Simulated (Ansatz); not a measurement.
## SiO2 (Quartz): band gap by G0W0 on PBE

Wanted: the gap of SiO2 (Quartz) with a many-body correction, and the time that it takes.

Calculated with Ansatz 0.2.0; PBE, then G0W0 on it, plane waves, PAW.

### 1. The starting structure

The structure is trigonal, space group P3_121 (No. 152). The conventional cell has a = 4.916 Å, b = 4.916 Å, c = 5.409 Å, α = 90.00°, β = 90.00°, γ = 120.00°. Nearest to Si lie 4 O at 1.61 Å. O has 2 Si at 1.61 Å nearest. Farther neighbours and most contacts between anions are not listed.

The cell and positions come from the Crystallography Open Database and are kept as given unless a step says otherwise. The default PAW set here is soft_2. Its files were made with PBE.

### 2. Bands along the symmetry lines

Levels along a band path and on the mesh show where this functional puts the band edges.

This step: DFT, PBE, plane waves, PAW.

Contents of input.yaml:

```yaml
crystal:
  lattice:
    - [4.9158, 0.0, 0.0]
    - [-2.4579, 4.2572076799, 0.0]
    - [0.0, 0.0, 5.4091]
  atoms:
    - { symbol: Si, position: [0.5303, 0.0, 0.3333333333] }
    - { symbol: Si, position: [0.0, 0.5303, 0.6666666667] }
    - { symbol: Si, position: [0.4697, 0.4697, 0.0] }
    - { symbol: O, position: [0.1462, 0.4142, 0.881] }
    - { symbol: O, position: [0.5858, 0.732, 0.2143333333] }
    - { symbol: O, position: [0.268, 0.8538, 0.5476666667] }
    - { symbol: O, position: [0.4142, 0.1462, 0.119] }
    - { symbol: O, position: [0.732, 0.5858, 0.7856666667] }
    - { symbol: O, position: [0.8538, 0.268, 0.4523333333] }
kpoints:
  mp_grid: { grid: [6, 6, 4] }
  band_path:
    path:
      - [[0.0, 0.0, 0.0], [0.5, 0.0, 0.0], [0.33333333, 0.33333333, 0.0], [0.0, 0.0, 0.0], [0.0, 0.0, 0.5], [0.5, 0.0, 0.5], [0.33333333, 0.33333333, 0.5], [0.0, 0.0, 0.5]]
      - [[0.5, 0.0, 0.5], [0.5, 0.0, 0.0]]
      - [[0.33333333, 0.33333333, 0.5], [0.33333333, 0.33333333, 0.0]]
    npoints: 10
hamiltonian:
  xc: pbe
scf:
  occupations: { method: fermi_dirac, width: 0.02 }
  n_extra_bands: 7
output:
  eigenvalues: true
  forces: true
  stress: true
  write_density: true
  write_potential: true
  elf: true
  volumetric_format: npy
```

Launch:

```console
> ansatz run input.yaml --threads 3 --pin off --max-ram 92160MiB --backend cuda --events-out ev --progress --plain --runs-dir out --devices 1 --max-vram 13GiB
```

Numbers of over 12 decimals in the logs are rounded to 6 here.

Output:

```text
scf.n_extra_bands = 7 over 24 filled bands (N_el = 48.0): the run solves 31 bands
GPUs: using 1 of 1 available (devices: 1).
Engine: ansatz 0.2.0, x86_64-unknown-linux-gnu
Pseudopotentials: kind: paw
Pseudopotential: Si, paw, valence charge 4, recommended cutoff 420 eV (normal), Si.paw.azcp
Pseudopotential: O, paw, valence charge 6, recommended cutoff 420 eV (normal), O.paw.azcp
Functional definition: PBE
  parameter kappa = 0.804
  parameter beta = 0.066725
  exchange = pbe_x(kappa = kappa, mu = beta*pi^2/3)
  correlation = pbe_c(beta = beta)
device memory: the entry about to start is reckoned to put 1.6 GiB on a device that reports 19.9 GiB free (of which the cap on the GPU budget leaves the run 13.0 GiB)
GPU FFT provider: cuFFT
GPU libraries: cuBLAS 13.8.2, cuFFT 12.4.0, cuSOLVER 12.3.4
Crystal: 9 atoms, lattice volume = 113.199 Å³
Basis set: ecut = 420 eV, 2209 PW (Γ), exchange–correlation on 72×72×80 points (8 copies of the dense FFT grid, shifted against one another)
Bands: 31, of which v1, the nominal top of the filled ones, is band 24 counted from 1 (23 counted from 0)
Symmetry: 6 space group operations
Space group: P3121 (ITA 152), of the structure as read, at distance tolerance 4.8e-5 Å
k-points: 24 of 144 (time reversal used)
Non-local potential: Si, projectors of the file, l = 0: 2, l = 1: 2, l = 2: 2
Non-local potential: O, projectors of the file, l = 0: 2, l = 1: 2, l = 2: 1
PAW form: soft (Blöchl's): semilocal exchange-correlation on the pseudo side does not see the compensation charge
PAW one-centre angular grid: Si, 110 points (default); XC on 64 Gauss nodes
PAW one-centre angular grid: O, 110 points (default); XC on 64 Gauss nodes
Initial density: superposition of atomic densities (neutral atoms: chi_scale 0, normalization atom), corrected by the library's trained network
Initial wavefunctions: pseudopotential atomic-orbital guess
GPU buffer pool allocated for 51840 grid points (all kernels)
GPU transforms: local potential and band sums: pruned to the plane-wave sphere, on 36×36×40
Functional: x = pbe(κ = 0.804, μ = 0.219515), c = pbe(β = 0.066725)
SCF iter   1: F=—  HF=-5322.115838 eV  |F-HF|=—  |Δ(HF+E_count)|=         —  Δρ=1.26e-3  dr2=9.20e-4  ethr=1.77e-3  ⟨swp⟩=7.8  Hψ=4037  notcnv=0
preconditioner: auto → Resta (q_TF=auto, 2.365 Å⁻¹)  ε∞=3.1  [insulator: Δε(μ)=5.992 eV  Ē_g=16.595 eV  σ=0.020 eV  W_gap=1.00  n_scr=22 (ndim 8)  ℏωp=24.2 eV  f_vac=0.113  D(μ)=0.00/eV (n_scr^D=0)  ε∞_Penn≈3.1]
SCF iter   2: F=—  HF=-5322.119431 eV  |F-HF|=—  |Δ(HF+E_count)|=   3.59e-3  Δρ=5.71e-4  dr2=1.25e-4  ethr=1.92e-6  ⟨swp⟩=2.9  Hψ=1920  notcnv=0  defer=24
SCF iter   3: F=—  HF=-5322.119969 eV  |F-HF|=—  |Δ(HF+E_count)|=   5.38e-4  Δρ=1.68e-4  dr2=1.46e-5  ethr=2.61e-7  ⟨swp⟩=2.0  Hψ=1161  notcnv=0  defer=24
SCF iter   4: F=—  HF=-5322.120079 eV  |F-HF|=—  |Δ(HF+E_count)|=   1.10e-4  Δρ=3.00e-5  dr2=9.93e-7  ethr=3.05e-8  ⟨swp⟩=2.0  Hψ=1278  notcnv=0  defer=24
SCF iter   5: F=—  HF=-5322.120081 eV  |F-HF|=—  |Δ(HF+E_count)|=   1.86e-6  Δρ=1.41e-5  dr2=1.64e-7  ethr=2.07e-9  ⟨swp⟩=2.0  Hψ=1188  notcnv=0  defer=24
SCF iter   6: F=-5322.120081 eV  HF=-5322.120081 eV  |F-HF|=1.24e-8  |Δ(HF+E_count)|=   5.14e-8  Δρ=2.84e-6  dr2=9.26e-9  ethr=2.08e-10  ⟨swp⟩=14.4  Hψ=5933  notcnv=0
SCF 1 converged in 6 iterations: F = -5322.120081 eV  dr2 = 9.26e-9
  greatest PAW one-centre occupation: 0.863 electrons in one spin orbital (limit 2), on the O atom at site 8 (counted from 0), in its partial waves of l = 0
device memory: the entry about to start is reckoned to put 1.8 GiB on a device that reports 19.5 GiB free (of which the cap on the GPU budget leaves the run 13.0 GiB)
NSCF: frozen V_eff on 93 k-points
SCF converged after 6 iterations
Free energy (F): -5322.120081 eV
Harris-Foulkes:  -5322.120081 eV  (|F-HF|=1.24e-8)
Internal energy: -5322.120081 eV  (E = F + TS)
E sigma→0 (E₀):  -5322.120081 eV
Fermi energy:    5.552877 eV
--- Per-component energies (eV) ---
  E_band       = -205.710533
  E_kinetic    = 1211.148200
  E_local      = -2960.021242  (includes V_loc(G=0)·N_el)
  E_nonlocal   = 361.563616
  E_hartree    = 1062.312027
  E_xc         = -613.780237
  E_vxc        = -712.560427  (∫ρ·V_xc dr)
  E_paw        = -2494.383201  (= ΣΔE_a)
  E_vpaw       = -230.484649  (= ΣTr[D̂ρ^β])
  E_aug_tail   = 0.015658  (compensation charges beyond the density's cutoff)
  E_ewald      = -1888.974903
  E_smearing   = -0.000000  (= −TS)
  E_closure    = -0.000000  (closes the sum)
  Σ components = -5322.120081   (vs F -5322.120081, Δ=0.00e0)
--- Forces (eV/Å), atoms counted from 1 ---
  atom   1  Si    -0.02099016     0.00000000     0.00000000
  atom   2  Si     0.01049508    -0.01817801    -0.00000000
  atom   3  Si     0.01049508     0.01817801     0.00000000
  atom   4  O     -0.15527913    -0.30869630     0.17693199
  atom   5  O      0.34497840     0.01987248     0.17693199
  atom   6  O     -0.18969927     0.28882382     0.17693199
  atom   7  O     -0.18969927    -0.28882382    -0.17693199
  atom   8  O     -0.15527913     0.30869630    -0.17693199
  atom   9  O      0.34497840    -0.01987248    -0.17693199
  max |Σ_I F_I| component: 1.11e-16 eV/Å
--- Stress (GPa, compression-positive) ---
        7.101412      -0.000000       0.000000
       -0.000000       7.101412       0.000000
        0.000000       0.000000       7.169336
  P = ⅓ Tr σ = 7.1241 GPa (71.241 kbar)
--- Band table (eV; the first three rows and the last of 24) ---
  k-point 0: bands = [... 20 lower, 1.5355, 1.8491, 2.2214, 2.2214, 8.5304, 11.8538, 11.8538, 12.3091, ... 3 higher]
  k-point 1: bands = [... 20 lower, 1.4657, 2.0013, 2.3106, 2.4404, 9.1286, 11.6806, 11.7919, 11.8117, ... 3 higher]
  k-point 2: bands = [... 20 lower, 1.3347, 2.3207, 2.3207, 2.4442, 10.4816, 10.4816, 11.5997, 12.2849, ... 3 higher]
  k-point 23: bands = [... 20 lower, 1.5978, 1.7710, 1.9499, 1.9499, 11.5467, 12.3427, 12.3427, 12.6360, ... 3 higher]
```

Run time: 10 s. Hardware: 1 × NVIDIA H100 80GB HBM3 (shared by 6 runs) with 3 threads of AMD EPYC 7R13 (Zen 3), shared host; peak memory 0.95 GiB.

Numbers from this step:

```yaml
pressure: 7.124 GPa
filled_bands: 24
gap: 5.995 eV
valence_top_at: K
conduction_bottom_at: Γ
least_direct_gap: 6.287 eV
```

Over mesh and path the gap is 5.995 eV, from k = (0.333, 0.333, 0.000) to k = Γ. The least direct gap found is 6.287 eV, at k = (0.000, 0.000, 0.050). The pressure in this cell is 7 GPa; the cell is kept.

The electronic bands at the labelled points (eV, zero at the top of the highest nominally filled band):

```
    point  band 21  band 22  band 23  band 24  band 25  band 26  band 27  band 28
        Γ    -1.00    -0.69    -0.31    -0.31     6.00     9.32     9.32     9.77
  halfway    -1.00    -0.83    -0.24    -0.15     6.88     9.32     9.39     9.89
        M    -1.03    -0.78    -0.27    -0.04     8.26     9.00     9.72     9.74
  halfway    -1.09    -0.63    -0.31    -0.02     8.46     9.06     9.61     9.95
        K    -1.23    -0.44    -0.44     0.00     8.93     8.93     9.42    10.39
  halfway    -0.92    -0.87    -0.25    -0.11     7.13     9.33     9.47     9.93
        Γ    -1.00    -0.69    -0.31    -0.31     6.00     9.32     9.32     9.77
  halfway    -1.07    -0.53    -0.22    -0.09     6.59     9.15     9.26     9.28
        A    -1.20    -0.21    -0.21    -0.09     7.95     7.95     9.06     9.75
  halfway    -1.08    -0.45    -0.42    -0.15     8.34     8.48     9.39     9.73
        L    -0.88    -0.84    -0.60    -0.19     8.92     9.39     9.69     9.84
  halfway    -0.86    -0.83    -0.62    -0.33     8.95     9.56     9.78     9.88
        H    -0.94    -0.76    -0.59    -0.59     9.01     9.81     9.81    10.10
  halfway    -1.06    -0.54    -0.39    -0.22     8.46     8.63     9.44     9.91
        A    -1.20    -0.21    -0.21    -0.09     7.95     7.95     9.06     9.75
jump to L    -0.88    -0.84    -0.60    -0.19     8.92     9.39     9.69     9.84
  halfway    -0.96    -0.72    -0.44    -0.12     8.55     9.09     9.58    10.06
        M    -1.03    -0.78    -0.27    -0.04     8.26     9.00     9.72     9.74
jump to H    -0.94    -0.76    -0.59    -0.59     9.01     9.81     9.81    10.10
  halfway    -1.01    -0.55    -0.51    -0.20     8.93     9.25     9.60    10.22
        K    -1.23    -0.44    -0.44     0.00     8.93     8.93     9.42    10.39
```

ELF in the ac plane at fractional y = 0.000, with atoms of Si within 0.2 Å of it. It is the smooth field of the valence electrons, not physical close to the nuclei.

Ten even steps from '_' (0.00) to '@' (0.85), each cell a mean:
```
____..==****==..____________
__________..________________
____________________________
______::----::______________
____::**%%%%**::____________
__..++@@@@@@%%==____..______
__::**@@@@@@%%==..::--::..__
__..++%%@@@@%%==::====--..__
____::==**##++....----::____
______..::::..::........____
____..::==++--....::::..____
__..==##%%%%##--..====--..__
__::**@@@@@@%%==::--==--..__
__..**@@@@@@%%==....::..____
____==%%@@@@##--____________
```
Columns run along a (4.9 Å), rows up along c (5.4 Å). Atoms in or near the plane, at fractional coordinates: Si at (0.53, 0.33).

Valence density in the ac plane at fractional y = 0.000, with atoms of Si within 0.2 Å of it. It is the smooth field of the valence electrons, not physical close to the nuclei.

Ten even steps from '0' (0.0 e/Å³) to '9' (1.5 e/Å³), each cell a mean:
```
00000000000000
00000000000000
00000000000000
00000000000000
00012210000000
00025631000000
00139952100000
00026752111000
00012431121000
00001210011000
00002321121000
00024642121000
00138952111000
00138841000000
00013320000000
```
Columns run along a (4.9 Å), rows up along c (5.4 Å). Atoms in or near the plane, at fractional coordinates: Si at (0.53, 0.33).

(Continued in part 2 of 2.)

[Paths, hosts, dates, memory and timing lines, banners, echoed tables and standing remarks are left out of the program output.]

[Logs are printed without paths, hosts, clocks, repeated set-up lines and the standing remarks that a program may print on its own settings, such as how far it seeks lower states.]

[Runs of the session that timed out or met a known fault of the program may be left out.]

[Cells called generated may have been cut or substituted from an entry of the Crystallography Open Database or the Materials Project.]

[Hosts, paths, dates, database ids (printed as entryN), source tags and the programs' standing remarks are cut or masked in the printed files.]

[Where an RPA ε∞ is given, it is that of the G0W0 mesh and is not shown converged in it. Names of k-points follow the symmetry that the program found, which can be lower than the space group named. Band edges on a path are those of the sampled points; other points can move an edge, and change direct to indirect where valleys lie close.]

[Hybrid gaps are those of their k-mesh and are not shown converged in it.]
